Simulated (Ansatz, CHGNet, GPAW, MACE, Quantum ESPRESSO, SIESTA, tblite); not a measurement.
# Twisted graphene monolayer on bilayer, 87.80° (78 atoms) in GPAW

How do the settings of GPAW change the result for twisted graphene monolayer on bilayer, 87.80° (78 atoms)? A plane-wave run serves as the yardstick.

Method: the method is named at each step, in GPAW 26.7.0.

**1. The starting structure**

The cell holds 78 atoms: 78 C. Its edges and angles: a = 8.870 Å, b = 8.870 Å, c = 20.690 Å, α = 90.0°, β = 90.0°, γ = 120.0°. It derives from C (graphene). Graphene (a = 2.46 Å) under graphene (a = 2.46 Å), monolayer on bilayer, commensurate cell of 13 unit cells a layer, twist 87.80 deg; facing planes 3.32, 3.37 Å apart as built; 14 Å of vacuum; minimised with a classical potential. Then every atom was moved at random, 0.03 Å r.m.s. a Cartesian component. Regions: layer 1, 26 atoms (26 C); layer 2, 26 atoms (26 C); layer 3, 26 atoms (26 C). Vacuum lies along c.

The yardstick, on the same geometry:

| Item | Value |
| --- | --- |
| method | Kohn-Sham DFT, PBE, PAW, plane waves (Ansatz 0.2.0); cutoff 420 eV, Γ point, fermi-dirac smearing of 0.05 eV; PAW set soft_2 |
| r.m.s. force component | 1.583 eV/Å |
| longest force | 4.863 eV/Å |
| SCF cycles | 9 |
| time | 19 s on 4 threads of Arm Neoverse V1, shared host |
| CPU time | 62 s |

**2. PBE, LCAO dzp, h 0.2 Å**

Method: Kohn-Sham DFT, PBE, PAW, atomic orbitals (dzp).

File run.py:

```python
import numpy as np
from ase.io import read
from gpaw import GPAW, FermiDirac

atoms = read("structure.xyz")
atoms.calc = GPAW(
    mode="lcao",
    basis="dzp",
    h=0.2,
    xc="PBE",
    kpts={"size": (1, 1, 1), "gamma": True},
    occupations=FermiDirac(0.05),
    maxiter=200,
    symmetry={"point_group": False},
    txt="gpaw.txt",
)
energy = atoms.get_potential_energy(force_consistent=True)
forces = atoms.get_forces()
print(f"energy {energy:.6f} eV")
print("forces (eV/A)")
for i, (a, f) in enumerate(zip(atoms, forces)):
    print(f"{i:4d} {a.symbol:2s} {f[0]:10.5f} {f[1]:10.5f} {f[2]:10.5f}")
print(f"Fermi level {atoms.calc.get_fermi_level():.4f} eV")
for k in range(len(atoms.calc.get_ibz_k_points())):
    for s in range(atoms.calc.get_number_of_spins()):
        e = atoms.calc.get_eigenvalues(kpt=k, spin=s)
        n = np.searchsorted(e, atoms.calc.get_fermi_level())
        print(f"k {k} spin {s} levels about the Fermi level:", np.round(e[max(n - 6, 0):n], 4).tolist(), "|", np.round(e[n:n + 6], 4).tolist())
```

File structure.xyz:

```xyz
78
Lattice="8.86970 0.00000 0.00000 -4.43485 7.68139 0.00000 0.00000 0.00000 20.69000" Properties=species:S:1:pos:R:3 pbc="T T T"
C 0.30432 1.34624 6.94646
C 1.33014 0.34943 6.95536
C -0.35607 3.72939 6.95163
C 0.66851 2.78051 6.92453
C -0.99075 6.07798 6.94522
C 0.02723 5.14699 6.97232
C 2.70934 0.80255 6.96177
C -0.70142 7.45924 6.94812
C 2.00925 3.15859 6.97025
C 3.07654 2.17691 6.95618
C 1.37010 5.48298 6.95350
C 2.42422 4.50629 6.96943
C 5.12584 0.20778 6.93632
C 1.74609 6.92892 6.93756
C 4.43268 2.52603 6.96860
C 5.46617 1.58321 6.95722
C 3.73858 4.89320 6.94336
C 4.79465 3.94555 6.90818
C 3.06444 7.30984 6.95391
C 4.06396 6.34383 6.94087
C 6.83379 1.98556 6.98474
C 7.80751 0.97792 6.95081
C 6.15970 4.31963 6.97046
C -1.70161 3.42137 6.99239
C -3.38246 6.67743 6.94998
C -2.41318 5.71680 6.95867
C 0.66962 2.75739 10.36445
C 1.68750 1.76050 10.36569
C -0.00457 5.08086 10.29472
C 1.00689 4.11784 10.33362
C -0.68168 7.48221 10.33507
C 0.30175 6.53471 10.36031
C 3.11149 2.14848 10.34500
C 4.10246 1.16611 10.31210
C 2.38750 4.49584 10.34479
C 3.41510 3.59120 10.27196
C 1.68187 6.87254 10.32886
C 2.74131 5.90461 10.35079
C 5.42497 1.61401 10.35100
C 6.47781 0.60176 10.24817
C 4.75137 3.92342 10.35990
C 5.81524 2.93890 10.28727
C 4.11439 6.30335 10.36652
C 5.13196 5.32989 10.32452
C 7.84481 0.95080 10.34666
C 0.05792 0.00369 10.35514
C -1.69731 3.30361 10.31397
C -0.68439 2.37923 10.34272
C -2.39575 5.69736 10.36921
C -1.34048 4.63557 10.29865
C 1.38616 0.38038 10.40397
C -2.06833 7.06642 10.32576
C -1.73265 6.93146 13.69699
C -1.35086 5.52430 13.72699
C -0.02377 5.12779 13.69512
C 0.34601 3.74744 13.72388
[... 18 atom lines left out ...]
C -2.39602 4.49400 13.76919
C 6.86417 3.17748 13.72533
C -0.69441 2.77682 13.70650
C -0.32858 1.34662 13.72037
```

Run with:

```console
$ OMP_NUM_THREADS=1 python run.py > output.txt
```

The program printed:

```text
energy -690.096769 eV
forces (eV/A)
   0 C     0.99703    1.40526   -0.16425
   1 C     1.50411    2.88625   -0.03961
   2 C     1.40791    2.69917    0.18234
   3 C    -0.92581   -2.84568    0.34262
   4 C    -2.67238    1.66462    0.20612
   5 C    -0.45786   -2.99222   -0.32474
   6 C    -0.04815   -1.43955   -0.13356
   7 C     1.13495    1.53953   -0.08971
   8 C     2.37848   -0.62200   -0.29801
   9 C    -1.73708   -0.70794    0.15020
  10 C     2.17149    2.79976    0.05415
  11 C    -3.14062    0.17445   -0.11154
  12 C    -0.43956   -0.74001    0.07561
  13 C    -3.25120   -2.80034    0.06240
  14 C     0.46244    2.77410   -0.46619
  15 C     0.22099   -0.47678    0.10907
  16 C     2.37321    2.79826   -0.21497
  17 C    -0.72573   -1.76818    0.72447
  18 C     0.45863   -0.49375   -0.16335
  19 C     1.86614   -3.23720    0.08565
  20 C    -0.90676    1.32794   -0.24385
  21 C     1.46612    1.69958    0.11825
  22 C    -2.41284    2.94429   -0.28982
  23 C     0.66698   -5.07373   -0.19381
[...]
70 C    -1.75143   -1.81906   -0.07537
  71 C     0.09595    0.98595    0.55907
  72 C    -2.29763    0.96019    1.64265
  73 C    -1.13986    4.61488   -0.93254
  74 C     0.52517    3.27879   -0.78052
  75 C    -2.44762   -2.46467   -0.40699
  76 C     3.33210   -1.69175    0.32275
  77 C    -1.81322    1.53402   -0.34405
Fermi level 0.5705 eV
k 0 spin 0 levels about the Fermi level: [-0.9299, -0.9014, -0.8231, -0.772, -0.7066, -0.6872] | [2.2734, 2.3715, 2.388, 2.4456, 2.4723, 2.5509]
```

gpaw.txt:

```text
Input parameters:
  mode=LCAO(),
  basis={'default': 'dzp'},
  h=0.2,
  kpts=MonkhorstPack(size=(1, 1, 1), gamma=True),
  maxiter=200,
  occupations=Occupations(name='fermi-dirac', width=0.05, fixmagmom=False),
  symmetry=Symmetry(point_group=False),
  xc=XC(name='PBE')
Unit cell  # Å
| periodic |         x |        y |         z |   lengths |     angles |
|----------|-----------|----------|-----------|-----------|------------|
|      yes |  8.869700 | 0.000000 |  0.000000 |  8.869700 |  90.000000 |
|      yes | -4.434850 | 7.681390 |  0.000000 |  8.869704 |  90.000000 |
|      yes |  0.000000 | 0.000000 | 20.690000 | 20.690000 | 119.999986 |
Number of symmetries: 1
Symmetry operations  # r_c * U_cc + t_c -> r_c
|   | kind |            matrix            |
|---|------|------------------------------|
| 0 |  E   |  1, 0, 0,  0, 1, 0,  0, 0, 1 |
BZ-sampling:
  Number of BZ points: 1
  Number of IBZ points: 1
  Monkhorst-Pack size: [1, 1, 1]
  Monkhorst-Pack shift: [0, 0, 0]
[... lines left out ...]
Reference energy: -80154.993007  # eV
eigensolver:
density mixing:
  MSR1-Mixer
occupation numbers:
  Fermi-Dirac:
    width: 0.0500  # eV
FastPoissonSolver using
    Stencil: 8*3+1=25 point O(h^6) finite-difference Laplacian
xc functional:
  name: PBE with 2 nearest neighbor stencil
interpolation: tri-quintic # 5. degree polynomial
Initialization done in: 8.298 s
convergence criteria:
- Maximum [total energy] change in last 3 cyles: 0.0005 eV / valence electron
- Maximum integral of absolute [dens]ity change: 0.0001 electrons / valence electron
- Maximum integral of absolute [eigenst]ate change: 4e-08 eV^2 / valence electron
maximum number of iterations: 200
SCF iterations
|iter     |      energy | eigst |  dens |
|---------|-------------|-------|-------|
|iter:   1| -702.242545 |      c|       |
|iter:   2| -700.416415 |      c| -0.90 |
|iter:   3| -689.952338 |      c| -0.93 |
|iter:   4| -690.124418 |      c| -1.59 |
|iter:   5| -690.122895 |      c| -2.13 |
|iter:   6| -690.097806c|      c| -2.33 |
|iter:   7| -690.096902c|      c| -3.27 |
|iter:   8| -690.096782c|      c| -3.72 |
|iter:   9| -690.096769c|      c| -4.14c|
Converged in 9 steps
SCF loop duration: 58.988 s (6.554 s/step)
Energy contributions relative to reference atoms: (reference = -80154.993007)
Energy contributions:
  Kinetic:         609.873159
  Coulomb:        -621.574886
  Zero:             13.677894
  External:          0.000000
  Xc:             -692.072935
  Entropy:          -0.000000
  Spinorbit:         0.000000
  ----------------------------
  Free energy:    -690.096769
  Extrapolated:   -690.096769
dipole moment: (-14.360152, -10.310870, 0.000535)  # |e|*Ang
Fermi level: 0.570
Eigenvalues  # (at kpt = [0.000, 0.000, 0.000])
| band index |      eig [eV] | occ [0-2] |
|------------|---------------|-----------|
|          0 |       -18.849 |     2.000 |
|        ... |               |           |
|        148 |        -1.071 |     2.000 |
|        149 |        -1.041 |     2.000 |
[...]
|        163 |         2.668 |     0.000 |
|        ... |               |           |
|        191 |         8.032 |     0.000 |
Gap: 2.961 eV
Transition (v -> c):
  (s=0, k=0, n=155, [0.00, 0.00, 0.00]) -> (s=0, k=0, n=156, [0.00, 0.00, 0.00])
No difference between direct/indirect transitions
Force computation time: 14.982  # s
timing:  # [seconds]
  Total:  82.301  # ━━━━━━━━━━━━━━━━━━━━━━━━━━━━━━━━━━━━━━━━━━━━━━━━━━━━━━━━━
  Init:    8.298  # ━━━━━╸
  SCF:    58.988  # ━━━━━━━━━━━━━━━━━━━━━━━━━━━━━━━━━━━━━━━━━
  Forces: 14.982  # ━━━━━━━━━━╸
```

The job ended after 84 s (1 thread of Arm Neoverse V1, shared host; peak memory 0.84 GiB).

Banners, paths, timers and routine set-up lines are dropped from the logs unmarked, and long logs keep their key lines alone; longer cuts are marked.

Numbers from this run, and their distance from the reference:

```
r.m.s. force component                  : 1.671 eV/Å
r.m.s. difference of force components   : 104.8 meV/Å
longest difference of force vectors     : 339.4 meV/Å
force difference over r.m.s. force      : 6.62 %
slope of forces against the reference's : 1.054
correlation of force components         : 0.9994
```

Local excerpt of 10 atoms (numbers count through the whole input) about C53, which bears the longest force; x, y, z are measured from there.

| atom | x | y | z | distance (Å) | bonds | Fx | Fy | Fz (eV/Å) |
| --- | --- | --- | --- | --- | --- | --- | --- | --- |
| C53 | 0.00 | 0.00 | 0.00 | 0.00 | 3 | 3.51 | -3.82 | 0.12 |
| C60 | -1.28 | 0.36 | -0.02 | 1.33 | 3 | -4.69 | -0.26 | 0.31 |
| C68 | 1.00 | 0.93 | 0.02 | 1.37 | 3 | 3.32 | 2.09 | -0.08 |
| C54 | 0.38 | -1.41 | 0.03 | 1.46 | 3 | -2.45 | -0.19 | 0.03 |
| C59 | -1.69 | 1.69 | 0.01 | 2.39 | 3 | 0.36 | 2.75 | -0.02 |
| C71 | -2.32 | -0.60 | -0.01 | 2.40 | 3 | -1.75 | -1.82 | -0.08 |
| C67 | 0.69 | 2.31 | 0.04 | 2.41 | 3 | -0.33 | 1.59 | 0.07 |
| C55 | 1.71 | -1.80 | 0.00 | 2.48 | 3 | 2.22 | 0.99 | 0.89 |
| C57 | 2.43 | 0.60 | 0.01 | 2.51 | 3 | -2.93 | -3.15 | 0.88 |
| C75 | -0.66 | -2.44 | 0.07 | 2.53 | 3 | 0.53 | 3.28 | -0.78 |

Atoms are counted from 1 here, from 0 in the log.

Forces lie 6.6 % from the reference's, at 1.3 times its CPU time (on 1 against 4 cores).

**3. PBE, LCAO sz(dzp), h 0.2 Å**

Method: Kohn-Sham DFT, PBE, PAW, atomic orbitals (sz(dzp)).

run.py, as its differences from that of step 2:

```diff
@@ -7,3 +7,3 @@
     mode="lcao",
-    basis="dzp",
+    basis="sz(dzp)",
     h=0.2,
```

structure.xyz is that of step 2.

The program printed:

```text
energy -588.870527 eV
forces (eV/A)
   0 C     1.23217    1.86334   -0.03181
   1 C     1.69133    3.36859    0.09261
   2 C     1.63084    3.28531    0.27626
   3 C    -1.12477   -3.58281    0.34021
   4 C    -3.46320    1.54422    0.27210
   5 C    -0.57272   -3.77584   -0.08291
[...]
75 C    -2.87646   -2.82214   -0.48137
  76 C     3.98544   -2.37209    0.11423
  77 C    -2.07982    1.99627   -0.41512
Fermi level -1.0279 eV
k 0 spin 0 levels about the Fermi level: [-3.2316, -3.2105, -3.1606, -3.0847, -3.0393, -3.0272] | [0.1824, 0.2937, 0.3109, 0.3291, 0.382, 0.4771]
```

gpaw.txt:

```text
Input parameters:
  mode=LCAO(),
  basis={'default': 'sz(dzp)'},
  h=0.2,
  kpts=MonkhorstPack(size=(1, 1, 1), gamma=True),
  maxiter=200,
  occupations=Occupations(name='fermi-dirac', width=0.05, fixmagmom=False),
[... lines left out ...]
  Fermi-Dirac:
[... lines left out ...]
convergence criteria:
- Maximum [total energy] change in last 3 cyles: 0.0005 eV / valence electron
[... lines left out ...]
Converged in 8 steps
[... lines left out ...]
  Free energy:    -588.870527
[... lines left out ...]
Fermi level: -1.028
[... lines left out ...]
|        ... |               |           |
|        191 |         5.677 |     0.000 |
Gap: 3.210 eV
Transition (v -> c):
  (s=0, k=0, n=155, [0.00, 0.00, 0.00]) -> (s=0, k=0, n=156, [0.00, 0.00, 0.00])
No difference between direct/indirect transitions
Force computation time: 3.422  # s
timing:  # [seconds]
  Total:  28.238  # ━━━━━━━━━━━━━━━━━━━━━━━━━━━━━━━━━━━━━━━━━━━━━━━━━━━━━━━━━
  Init:    7.200  # ━━━━━━━━━━━━━━╸
  SCF:    17.583  # ━━━━━━━━━━━━━━━━━━━━━━━━━━━━━━━━━━━╸
  Forces:  3.422  # ━━━━━━━
```

The job ended after 30 s (1 thread; peak memory 0.67 GiB).

Against the reference:

```yaml
r_m_s_force_component: 1.976 eV/Å
r_m_s_difference_of_force_components: 474 meV/Å
longest_difference_of_force_vectors: 1439 meV/Å
force_difference_over_r_m_s_force: 29.94 %
slope_of_forces_against_the_reference_s: 1.234
correlation_of_force_components: 0.9887
```

This is a coarse setting, run to see what it loses.

Against the first run (6.6 %), the force difference from the reference is 30 %, at 0.36 times the CPU time, with 312 basis functions against 1014: the smaller basis costs accuracy.

**4. PBE, LCAO szp(dzp), h 0.2 Å**

Method: Kohn-Sham DFT, PBE, PAW, atomic orbitals (szp(dzp)).

run.py, as its differences from that of step 3:

```diff
@@ -7,3 +7,3 @@
     mode="lcao",
-    basis="sz(dzp)",
+    basis="szp(dzp)",
     h=0.2,
```

structure.xyz is that of step 3.

The program printed:

```text
energy -625.448611 eV
forces (eV/A)
   0 C     1.05187    1.47816   -0.02133
   1 C     1.43941    2.91320    0.05733
   2 C     1.42644    2.69141    0.24013
   3 C    -0.95223   -2.97421    0.31933
   4 C    -2.82755    1.47691    0.23421
   5 C    -0.40890   -3.06350   -0.10621
   6 C    -0.06578   -1.37352    0.00352
   7 C     1.01495    1.55735    0.02805
   8 C     2.26752   -0.65593   -0.08925
   9 C    -1.73230   -0.50417    0.16882
  10 C     2.26525    2.82219    0.11128
  11 C    -3.07727    0.14830    0.02906
[...]
73 C    -1.18739    4.55309   -0.61066
  74 C     0.44669    3.40296   -0.64945
  75 C    -2.47316   -2.43676   -0.40124
  76 C     3.41160   -1.90940    0.11706
  77 C    -1.75255    1.64993   -0.35009
Fermi level -0.8297 eV
k 0 spin 0 levels about the Fermi level: [-2.7769, -2.7543, -2.6896, -2.6289, -2.5752, -2.5667] | [0.38, 0.486, 0.5062, 0.5375, 0.5797, 0.6633]
```

gpaw.txt:

```text
Input parameters:
  mode=LCAO(),
  basis={'default': 'szp(dzp)'},
  h=0.2,
  kpts=MonkhorstPack(size=(1, 1, 1), gamma=True),
  maxiter=200,
  occupations=Occupations(name='fermi-dirac', width=0.05, fixmagmom=False),
  symmetry=Symmetry(point_group=False),
  xc=XC(name='PBE')
[... lines left out ...]
  Fermi-Dirac:
[... lines left out ...]
convergence criteria:
- Maximum [total energy] change in last 3 cyles: 0.0005 eV / valence electron
[... lines left out ...]
Converged in 8 steps
[... lines left out ...]
  Free energy:    -625.448611
[... lines left out ...]
Fermi level: -0.830
[... lines left out ...]
|          0 |       -20.945 |     2.000 |
|        ... |               |           |
|        148 |        -2.860 |     2.000 |
|        149 |        -2.828 |     2.000 |
[...]
|        163 |         0.749 |     0.000 |
|        ... |               |           |
|        191 |         5.849 |     0.000 |
Gap: 2.947 eV
Transition (v -> c):
  (s=0, k=0, n=155, [0.00, 0.00, 0.00]) -> (s=0, k=0, n=156, [0.00, 0.00, 0.00])
No difference between direct/indirect transitions
Force computation time: 11.524  # s
timing:  # [seconds]
  Total:  59.267  # ━━━━━━━━━━━━━━━━━━━━━━━━━━━━━━━━━━━━━━━━━━━━━━━━━━━━━━━━━
  Init:    7.430  # ━━━━━━━
  SCF:    40.280  # ━━━━━━━━━━━━━━━━━━━━━━━━━━━━━━━━━━━━━━╸
  Forces: 11.524  # ━━━━━━━━━━━
```

The job ended after 61 s (1 thread; peak memory 0.81 GiB).

Against the reference:

- r.m.s. force component: 1.673 eV/Å
- r.m.s. difference of force components: 212.1 meV/Å
- longest difference of force vectors: 798.9 meV/Å
- force difference over r.m.s. force: 13.4 %
- slope of forces against the reference's: 1.049
- correlation of force components: 0.993

This is a coarse setting, run to see what it loses.

Against the first run (6.6 %), the force difference from the reference is 13 %, at 0.73 times the CPU time, with 702 basis functions against 1014: the smaller basis costs accuracy.

**5. All runs compared**

Differences are against the plane-wave reference, forces as r.m.s. over components; share is that over the reference's r.m.s. force, slope the least-squares factor from reference forces to these. Total energies of different programs have different zeros and aren't compared.

| run | Δ force, r.m.s. (meV/Å) | share (%) | slope | cores | CPU time | memory (GiB) |
| --- | --- | --- | --- | --- | --- | --- |
| reference | - | - | - | 4 | 62 s | 1.3 |
| GPAW PBE, LCAO dzp, h 0.2 Å | 105 | 6.62 | 1.054 | 1 | 84 s | 0.84 |
| GPAW PBE, LCAO sz(dzp), h 0.2 Å (coarse) | 474 | 29.9 | 1.234 | 1 | 30 s | 0.67 |
| GPAW PBE, LCAO szp(dzp), h 0.2 Å (coarse) | 212 | 13.4 | 1.049 | 1 | 61 s | 0.81 |

Rows marked coarse were listed beforehand as settings not expected to be converged; some can still land near the reference.

CPU time is summed over cores on a shared host, where runs went side by side, so it is rough. Symmetry, cutoffs, thresholds, outputs and thread counts weren't matched or tuned between programs; memory under MPI is the largest rank's times the ranks.

A second geometry, displaced anew (every atom was moved at random, 0.08 Å r.m.s. a Cartesian component), gives an energy difference that all programs can be tested on. The reference puts it at 559.2 meV/atom.

| run | energy less the first geometry's (meV/atom) | error (meV/atom) | force share at the second geometry (%) |
| --- | --- | --- | --- |
| GPAW PBE, LCAO dzp, h 0.2 Å | 588.3 | 29.0 | 6.69 |
| GPAW PBE, LCAO sz(dzp), h 0.2 Å | 670.2 | 111 | 25.0 |
| GPAW PBE, LCAO szp(dzp), h 0.2 Å | 585.7 | 26.5 | 11.3 |

**6. Summary of results**

| Quantity | Value |
| --- | --- |
| nearest in forces | GPAW PBE, LCAO dzp, h 0.2 Å, 6.6 % |
| its CPU time | 84 s |

In words: The PBE run in local orbitals, coarse settings apart, differs by 6.6 % (GPAW PBE, LCAO dzp, h 0.2 Å); basis, grid and potentials can all enter. Runs with settings chosen to be coarse differ by 13 % (GPAW PBE, LCAO szp(dzp), h 0.2 Å) to 30 % (GPAW PBE, LCAO sz(dzp), h 0.2 Å), their programs' other errors included. One electronic-structure run takes under half the reference's CPU time: GPAW PBE, LCAO sz(dzp), h 0.2 Å, at 30 % in 30 s against 62 s. GPAW PBE, LCAO sz(dzp), h 0.2 Å stiffens the forces by a factor of 1.23 while following their directions (correlation 0.989); the slopes of the 3 GPAW runs lie between 1.05 and 1.23. The energy difference between the two geometries, 559 meV/atom in the reference, is met best by GPAW PBE, LCAO szp(dzp), h 0.2 Å (coarse) (+26.5) and worst by GPAW PBE, LCAO sz(dzp), h 0.2 Å (coarse) (+111). The reference's PBE has no dispersion term, which matters for the binding between molecules or layers. One k-point is far too coarse for the carbon or group-IV sheet, and it can put spurious forces of up to about 1 eV/Å on the sheet's atoms. The electronic-structure runs sample only Γ, in a cell whose shortest periodic width is 8 Å.

[Also dropped from logs without a mark: logging warnings of Python, and SIESTA's first energy breakdown and zero terms.]

[Logs are printed without paths, hosts, clocks, repeated set-up lines and the standing remarks that a program may print on its own settings, such as how far it seeks lower states.]

[Hosts, paths, dates, database ids (printed as entryN), source tags and the programs' standing remarks are cut or masked in the printed files.]
